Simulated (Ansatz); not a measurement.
# ThBr4 (I4_1/amd): phonons and vibrational spectra

Wanted: phonon frequencies of ThBr4 (I4_1/amd) and what follows from them.

Program: Ansatz 0.2.0. Level of theory: DFT PBEsol, scalar-relativistic, plane waves, PAW. Results are calculated unless marked as measured.

### 1. Set-up

Symmetry: I4_1/amd, No. 141, tetragonal system. Conventional cell: a = 8.931 Å, b = 8.931 Å, c = 7.963 Å, α = 90.00°, β = 90.00°, γ = 90.00°. Nearest to Th lie 8 Br at 2.85 to 3.12 Å. Br has 2 Th at 2.85 to 3.12 Å nearest. Farther neighbours and most contacts between anions are not listed.

As a file:

```cif
data_structure
_symmetry_space_group_name_H-M 'I4_1/amd:1'
_symmetry_Int_Tables_number 141
_cell_length_a 8.9310
_cell_length_b 8.9310
_cell_length_c 7.9630
_cell_angle_alpha 90.000
_cell_angle_beta 90.000
_cell_angle_gamma 90.000
_cell_volume 635.15
loop_
_atom_site_label
_atom_site_type_symbol
_atom_site_symmetry_multiplicity
_atom_site_Wyckoff_symbol
_atom_site_fract_x
_atom_site_fract_y
_atom_site_fract_z
_atom_site_occupancy
Th1 Th 4 a 0.00000 0.00000 0.00000 1
Br1 Br 16 h 0.50000 0.81100 0.42100 1
```

### 2. Bringing the structure to rest

The volume is held at the value of the starting cell, while the atoms and the shape relax as far as symmetry allows.

Contents of input.yaml:

```yaml
crystal:
  lattice:
    - [-4.4655, 4.4655, 3.9815]
    - [4.4655, -4.4655, 3.9815]
    - [4.4655, 4.4655, -3.9815]
  atoms:
    - { symbol: Th, position: [0.0, 0.0, 0.0] }
    - { symbol: Th, position: [0.75, 0.25, 0.5] }
    - { symbol: Br, position: [0.232, 0.921, 0.311] }
    - { symbol: Br, position: [0.671, 0.86, 0.189] }
    - { symbol: Br, position: [0.61, 0.921, 0.689] }
    - { symbol: Br, position: [0.671, 0.482, 0.811] }
    - { symbol: Br, position: [0.518, 0.329, 0.189] }
    - { symbol: Br, position: [0.079, 0.768, 0.689] }
    - { symbol: Br, position: [0.14, 0.329, 0.811] }
    - { symbol: Br, position: [0.079, 0.39, 0.311] }
kpoints:
  mp_grid: { grid: [4, 4, 4] }
hamiltonian:
  xc: pbesol
scf:
  occupations: { method: gaussian, width: 0.02 }
output:
  forces: true
  stress: true
  eigenvalues: true
relax:
  adjacent_minimum: "off"
  f_tol: 0.005
  max_steps: 80
  cell: { stress_tol: 0.05, fix: [volume] }
```

On the command line:

```sh
$ ansatz run input.yaml --threads 16 --pin off --max-ram 61440MiB --backend cuda --events-out ev --progress --plain --runs-dir out
```

Numbers of over 12 decimals in the logs are rounded to 6 here.

Output:

```text
Engine: ansatz 0.2.0, aarch64-unknown-linux-gnu
Pseudopotentials: kind: paw
Pseudopotential: Th, paw, valence charge 12, recommended cutoff 420 eV (normal), Th.paw.azcp
Pseudopotential: Br, paw, valence charge 7, recommended cutoff 420 eV (normal), Br.paw.azcp
Functional definition: PBEsol
  exchange = pbesol_x
  correlation = pbesol_c
[...]
Crystal: 10 atoms, lattice volume = 317.575 Å³
Basis set: ecut = 420 eV, 6209 PW (Γ), exchange–correlation on 100×100×100 points (8 copies of the dense FFT grid, shifted against one another)
Bands: 50, of which v1, the nominal top of the filled ones, is band 40 counted from 1 (39 counted from 0)
Symmetry: 16 space group operations
Space group: I41/amd (ITA 141), of the structure as read, at distance tolerance 6.8e-5 Å
k-points: 13 of 64
Non-local potential: Th, projectors of the file, l = 0: 3, l = 1: 2, l = 2: 2, l = 3: 3
Non-local potential: Br, projectors of the file, l = 0: 2, l = 1: 2, l = 2: 2
PAW form: soft (Blöchl's): semilocal exchange-correlation on the pseudo side does not see the compensation charge
PAW frozen core: Th, regenerated for the run's functional, and the local potential with it (the file was generated under x = pbe(κ = 0.804, μ = 0.219515), c = pbe(β = 0.066725))
PAW frozen core: Br, regenerated for the run's functional, and the local potential with it (the file was generated under x = pbe(κ = 0.804, μ = 0.219515), c = pbe(β = 0.066725))
PAW one-centre angular grid: Th, 590 points (default); XC on 64 Gauss nodes
PAW one-centre angular grid: Br, 110 points (default); XC on 64 Gauss nodes
Initial density: superposition of atomic densities (neutral atoms: chi_scale 0, normalization atom), corrected by the library's trained network
Initial wavefunctions: pseudopotential atomic-orbital guess
[...]
Functional: x = pbesol(κ = 0.804, μ = 0.123457), c = pbesol(β = 0.046)
SCF iter   1: F=—  HF=-48021.202430 eV  |F-HF|=—  |Δ(HF+E_count)|=         —  Δρ=3.78e-3  dr2=2.90e-2  ethr=1.77e-3  ⟨swp⟩=7.7  Hψ=2774  notcnv=0
preconditioner: auto → Resta (q_TF=auto, 2.168 Å⁻¹)  ε∞=4.4  [insulator: Δε(μ)=2.855 eV  Ē_g=9.801 eV  σ=0.020 eV  W_gap=1.00  n_scr=54 (ndim 8)  ℏωp=18.2 eV  f_vac=0.036  D(μ)=0.00/eV (n_scr^D=0)  ε∞_Penn≈4.4]
SCF iter   2: F=—  HF=-48021.220489 eV  |F-HF|=—  |Δ(HF+E_count)|=   1.81e-2  Δρ=2.05e-3  dr2=6.68e-3  ethr=3.63e-5  ⟨swp⟩=3.2  Hψ=1537  notcnv=0  defer=24
[...]
SCF iter   7: F=-48021.226679 eV  HF=-48021.226679 eV  |F-HF|=1.54e-8  |Δ(HF+E_count)|=   6.92e-7  Δρ=1.65e-6  dr2=1.60e-8  ethr=1.25e-10  ⟨swp⟩=11.8  Hψ=3183  notcnv=0
SCF 1 converged in 7 iterations: F = -48021.226679 eV  dr2 = 1.60e-8
  greatest PAW one-centre occupation: 0.979 electrons in one spin orbital (limit 2), on the Th atom at site 1 (counted from 0), in its partial waves of l = 0
relax step   1: F+E_penalty+E_count = -48021.22667853 eV  Δ(F+E_penalty+E_count) = +0.000e0 eV  max|allowed force component| = 1.194e-1 eV/Å  Δτ_max = 0.0000 Å  P = -0.578 GPa  Ω = 317.575 Å³  fix = [volume]  reactions: volume -0.578 GPa  (7 SCF iters, dr2 threshold 1.00e-7 eV, accepted)
[...]
Basis set: ecut = 420 eV, 6217 PW (Γ), exchange–correlation on 100×100×100 points (8 copies of the dense FFT grid, shifted against one another)
[...]
iter 1 solved again at ethr=7.94e-6 eV; its pass at ethr=3.10e-3 eV (dr2=6.35e-3 eV) is discarded
SCF iter   1: F=—  HF=-48021.258711 eV  |F-HF|=—  |Δ(HF+E_count)|=         —  Δρ=1.41e-3  dr2=7.19e-3  ethr=7.94e-6  ⟨swp⟩=3.5  Hψ=3814  notcnv=0
preconditioner: auto → Resta (q_TF=auto, 2.168 Å⁻¹)  ε∞=4.4  [insulator: Δε(μ)=2.912 eV  Ē_g=9.863 eV  σ=0.020 eV  W_gap=1.00  n_scr=54 (ndim 8)  ℏωp=18.2 eV  f_vac=0.029  D(μ)=0.00/eV (n_scr^D=0)  ε∞_Penn≈4.4]
SCF iter   2: F=—  HF=-48021.257305 eV  |F-HF|=—  |Δ(HF+E_count)|=   1.41e-3  Δρ=7.94e-4  dr2=2.08e-3  ethr=7.94e-6  ⟨swp⟩=2.0  Hψ=962  notcnv=0
[...]
SCF iter   6: F=-48021.256486 eV  HF=-48021.256486 eV  |F-HF|=3.74e-8  |Δ(HF+E_count)|=   3.96e-8  Δρ=2.61e-6  dr2=3.30e-8  ethr=1.11e-9  ⟨swp⟩=6.4  Hψ=2583  notcnv=0
SCF 2 converged in 6 iterations: F = -48021.256486 eV  dr2 = 3.30e-8
relax step   2: F+E_penalty+E_count = -48021.25648557 eV  Δ(F+E_penalty+E_count) = -2.981e-2 eV  max|allowed force component| = 7.160e-2 eV/Å  Δτ_max = 0.0414 Å  P = -0.222 GPa  Ω = 317.575 Å³  fix = [volume]  reactions: volume -0.222 GPa  (6 SCF iters, dr2 threshold 8.91e-7 eV, accepted)
[...]
SCF 3 converged in 5 iterations: F = -48021.258350 eV  dr2 = 8.18e-8
relax step   3: F+E_penalty+E_count = -48021.25835026 eV  Δ(F+E_penalty+E_count) = -1.865e-3 eV  max|allowed force component| = 5.551e-2 eV/Å  Δτ_max = 0.0210 Å  P = -0.383 GPa  Ω = 317.575 Å³  energy of the carried Pulay correction = -1.790e-17 eV  fix = [volume]  reactions: volume -0.383 GPa  (5 SCF iters, dr2 threshold 3.20e-7 eV, accepted)
[...]
relax step   4: F+E_penalty+E_count = -48021.26006682 eV  Δ(F+E_penalty+E_count) = -1.717e-3 eV  max|allowed force component| = 2.826e-3 eV/Å  Δτ_max = 0.0068 Å  P = -0.250 GPa  Ω = 317.575 Å³  energy of the carried Pulay correction = -1.790e-17 eV  fix = [volume]  reactions: volume -0.250 GPa  (5 SCF iters, dr2 threshold 1.93e-7 eV, accepted)
[...]
SCF 5 converged in 8 iterations: F = -48021.260085 eV  dr2 = 1.72e-11
relax step   5: F+E_penalty+E_count = -48021.26008505 eV  Δ(F+E_penalty+E_count) = -1.823e-5 eV  max|allowed force component| = 2.843e-3 eV/Å  Δτ_max = 0.0000 Å  P = -0.250 GPa  Ω = 317.575 Å³  fix = [volume]  reactions: volume -0.250 GPa  stress off target by 2.51e-2 GPa on what of the cell is left free  SCF on the basis re-selected at this cell (its energy is not comparable with the rows above)  (8 SCF iters)
[...]
SCF converged after 8 iterations
[...]
Harris-Foulkes:  -48021.260085 eV  (|F-HF|=4.37e-11)
Internal energy: -48021.260085 eV  (E = F + TS)
E sigma→0 (E₀):  -48021.260085 eV
Fermi energy:    5.959501 eV
--- Per-component energies (eV) ---
  E_band       = -304.527538
  E_kinetic    = 1518.705618
  E_local      = -3034.985702  (includes V_loc(G=0)·N_el)
  E_nonlocal   = 885.887909
  E_hartree    = 851.081809
  E_xc         = -2864.806940
  E_vxc        = -1186.815094  (∫ρ·V_xc dr)
  E_paw        = -41371.200083  (= ΣΔE_a)
  E_vpaw       = -189.483824  (= ΣTr[D̂ρ^β])
  E_aug_tail   = -0.000002  (compensation charges beyond the density's cutoff)
  E_ewald      = -4006.955512
  E_core_change = 1.012820  (= ΣΔE_core)
  E_smearing   = -0.000000  (= −TS)
  E_closure    = 0.000000  (closes the sum)
  Σ components = -48021.260085   (vs F -48021.260085, Δ=0.00e0)
--- Forces (eV/Å), atoms counted from 1 ---
  atom   1  Th    -0.00000000    -0.00000000     0.00000000
  atom   2  Th     0.00000000    -0.00000000    -0.00000000
  atom   3  Br     0.00000000     0.00082871    -0.00284321
  atom   4  Br    -0.00082871    -0.00000000    -0.00284321
  atom   5  Br     0.00000000    -0.00082871    -0.00284321
  atom   6  Br     0.00082871     0.00000000    -0.00284321
  atom   7  Br    -0.00000000    -0.00082871     0.00284321
  atom   8  Br    -0.00082871    -0.00000000     0.00284321
  atom   9  Br    -0.00000000     0.00082871     0.00284321
  atom  10  Br     0.00082871     0.00000000     0.00284321
  max |Σ_I F_I| component: 1.08e-17 eV/Å
--- Stress (GPa, compression-positive) ---
       -0.262920       0.000000       0.000000
        0.000000      -0.262920      -0.000000
        0.000000       0.000000      -0.225281
  P = ⅓ Tr σ = -0.2504 GPa (-2.504 kbar)
--- Band table (eV; the first three rows and the last of 13) ---
  k-point 0: bands = [... 36 lower, 4.0801, 4.0981, 4.0981, 4.5019, 7.4171, 7.5085, 7.5265, 7.6810, ... 6 higher]
  k-point 1: bands = [... 36 lower, 3.6651, 3.8834, 3.9453, 4.3784, 7.4242, 7.5387, 7.5504, 7.6179, ... 6 higher]
  k-point 2: bands = [... 36 lower, 3.5183, 3.5183, 4.1025, 4.1025, 7.5095, 7.5095, 7.5898, 7.5898, ... 6 higher]
  k-point 12: bands = [... 36 lower, 3.5677, 3.5677, 4.1557, 4.1557, 7.4940, 7.4940, 7.5473, 7.5473, ... 6 higher]
--- Relaxed structure (4 steps of the walk, 4 accepted, 1 SCFs on fresh bases) ---
  F+E_penalty+E_count = -48021.26008505 eV   max|allowed force component| = 2.843e-3 eV/Å   (the final SCF, on the basis selected at the relaxed cell)
  cell:  # Å, volume = 317.5754 Å³
    - [-4.457117, 4.457117, 3.996492]
    - [4.457117, -4.457117, 3.996492]
    - [4.457117, 4.457117, -3.996492]
  atoms:
    - { symbol: Th, position: [0, 0, 2.136598167701812e-19] }
    - { symbol: Th, position: [0.750000, 0.25, 0.500000] }
    - { symbol: Br, position: [0.241330, 0.926555, 0.314776] }
    - { symbol: Br, position: [0.676555, 0.861779, 0.185224] }
    - { symbol: Br, position: [0.611779, 0.926555, 0.685224] }
    - { symbol: Br, position: [0.676555, 0.491330, 0.814776] }
    - { symbol: Br, position: [0.508670, 0.323445, 0.185224] }
    - { symbol: Br, position: [0.073445, 0.758670, 0.685224] }
    - { symbol: Br, position: [0.138221, 0.323445, 0.814776] }
    - { symbol: Br, position: [0.073445, 0.388221, 0.314776] }
```

Elapsed: 3.3 s, on 1 × NVIDIA GB200 with 16 threads of Arm Neoverse V2, shared host; peak memory 1.1 GiB.

Relaxation path:

```csv
step,energy less that of the first step (eV),largest force component (eV/Å),pressure (GPa),volume (Å³)
1,0.0000,0.1194,-0.58,317.58
2,-0.0298,0.0716,-0.22,317.58
3,-0.0317,0.0555,-0.38,317.58
4,-0.0334,0.0028,-0.25,317.58
5,-0.0334,0.0028,-0.25,317.58
```

The log counts 1 steps on a newly chosen plane-wave basis, not all of them marked here; energy and pressure can jump at such steps.

The run keeps the 16 symmetry operations that it works with, so distortions that break them were not tested.

```csv
"conventional cell, symmetrised",before,after,change
a (Å),8.931,8.914,-0.2 %
b (Å),8.931,8.914,-0.2 %
c (Å),7.963,7.993,+0.4 %
volume (Å³/atom),31.76,31.76,+0.0 %
```

The atoms that moved most (Å, as changes of fractional coordinates times the final cell):

```csv
atom,dx,dy,dz,length
Br4,-0.034,0.000,0.044,0.056
Br3,0.000,0.034,0.044,0.056
Br5,0.000,-0.034,0.044,0.056
Br8,-0.034,0.000,-0.044,0.056
Br9,0.000,0.034,-0.044,0.056
Br6,0.034,0.000,0.044,0.056
Br10,0.034,0.000,-0.044,0.056
Br7,0.000,-0.034,-0.044,0.056
```

The relaxed structure:

```cif
data_structure
_symmetry_space_group_name_H-M 'P 1'
_symmetry_Int_Tables_number 1
_cell_length_a 7.4635
_cell_length_b 7.4635
_cell_length_c 7.4635
_cell_angle_alpha 106.662
_cell_angle_beta 106.662
_cell_angle_gamma 115.248
_cell_volume 317.58
loop_
_atom_site_label
_atom_site_type_symbol
_atom_site_fract_x
_atom_site_fract_y
_atom_site_fract_z
_atom_site_occupancy
Th1 Th 0.00000 0.00000 0.00000 1
Th2 Th 0.75000 0.25000 0.50000 1
Br3 Br 0.24133 0.92655 0.31478 1
Br4 Br 0.67655 0.86178 0.18522 1
Br5 Br 0.61178 0.92655 0.68522 1
Br6 Br 0.67655 0.49133 0.81478 1
Br7 Br 0.50867 0.32345 0.18522 1
Br8 Br 0.07345 0.75867 0.68522 1
Br9 Br 0.13822 0.32345 0.81478 1
Br10 Br 0.07345 0.38822 0.31478 1
```

This step gave:

- pressure: -0.2504 GPa
- gap on the k-mesh: 2.915 eV
- volume per atom: 31.76 Å³
- direct gap on mesh: 2.915 eV

In this step the volume went from 31.76 to 31.76 Å³/atom.

### 3. Tight relaxation

At the same fixed volume the relaxation is repeated with tight tolerances, on the k mesh and occupations of the phonon run that follows.

Contents of input.yaml:

```yaml
crystal:
  lattice:
    - [-4.45711664, 4.45711664, 3.9964916375]
    - [4.45711664, -4.45711664, 3.9964916375]
    - [4.45711664, 4.45711664, -3.9964916375]
  atoms:
    - { symbol: Th, position: [0.0, 0.0, 0.0] }
    - { symbol: Th, position: [0.75, 0.25, 0.5] }
    - { symbol: Br, position: [0.2413303995, 0.9265548429, 0.3147755566] }
    - { symbol: Br, position: [0.6765548429, 0.8617792862, 0.1852244434] }
    - { symbol: Br, position: [0.6117792862, 0.9265548429, 0.6852244434] }
    - { symbol: Br, position: [0.6765548429, 0.4913303995, 0.8147755566] }
    - { symbol: Br, position: [0.5086696005, 0.3234451571, 0.1852244434] }
    - { symbol: Br, position: [0.0734451571, 0.7586696005, 0.6852244434] }
    - { symbol: Br, position: [0.1382207138, 0.3234451571, 0.8147755566] }
    - { symbol: Br, position: [0.0734451571, 0.3882207138, 0.3147755566] }
kpoints:
  mp_grid: { grid: [4, 4, 4] }
hamiltonian:
  xc: pbesol
scf:
  occupations: { method: fixed }
output:
  forces: true
  stress: true
  eigenvalues: true
relax:
  adjacent_minimum: "off"
  f_tol: 0.001
  max_steps: 60
  cell: { stress_tol: 0.01, fix: [volume] }
```

Output:

```text
[...]
Crystal: 10 atoms, lattice volume = 317.575 Å³
Basis set: ecut = 420 eV, 6169 PW (Γ), exchange–correlation on 100×100×100 points (8 copies of the dense FFT grid, shifted against one another)
Bands: 50, of which v1, the nominal top of the filled ones, is band 40 counted from 1 (39 counted from 0)
Symmetry: 16 space group operations
[...]
k-points: 13 of 64
[...]
- { symbol: Br, position: [0.241342, 0.926551, 0.314791] }
    - { symbol: Br, position: [0.676551, 0.861760, 0.185209] }
    - { symbol: Br, position: [0.611760, 0.926551, 0.685209] }
    - { symbol: Br, position: [0.676551, 0.491342, 0.814791] }
    - { symbol: Br, position: [0.508658, 0.323449, 0.185209] }
    - { symbol: Br, position: [0.073449, 0.758658, 0.685209] }
    - { symbol: Br, position: [0.138240, 0.323449, 0.814791] }
    - { symbol: Br, position: [0.073449, 0.388240, 0.314791] }
[key lines of the parts left out:]
SCF converged after 10 iterations
Fermi energy:    4.499048 eV
P = ⅓ Tr σ = -0.2499 GPa (-2.499 kbar)
```

The job ended after 2.4 s (1 × NVIDIA GB200 with 16 threads; peak memory 1.2 GiB; 8.6 s of CPU time).

Little changed from the start: no atom moved by 0.005 Å and no cell edge by 0.1 %.

Numbers from this step:

| Item | Value |
| --- | --- |
| pressure | -0.2499 GPa |
| gap on the k-mesh | 2.918 eV |
| direct gap on mesh | 2.918 eV |

The largest force component left is 0.47 meV/Å. The volume is held at 31.76 Å³/atom, so a pressure of -0.25 GPa remains at this level.

[end of part 1 of 3]

[Logs are printed without paths, hosts, clocks, repeated set-up lines and the standing remarks that a program may print on its own settings, such as how far it seeks lower states.]

[Hosts, paths, dates, database ids (printed as entryN), source tags and the programs' standing remarks are cut or masked in the printed files.]
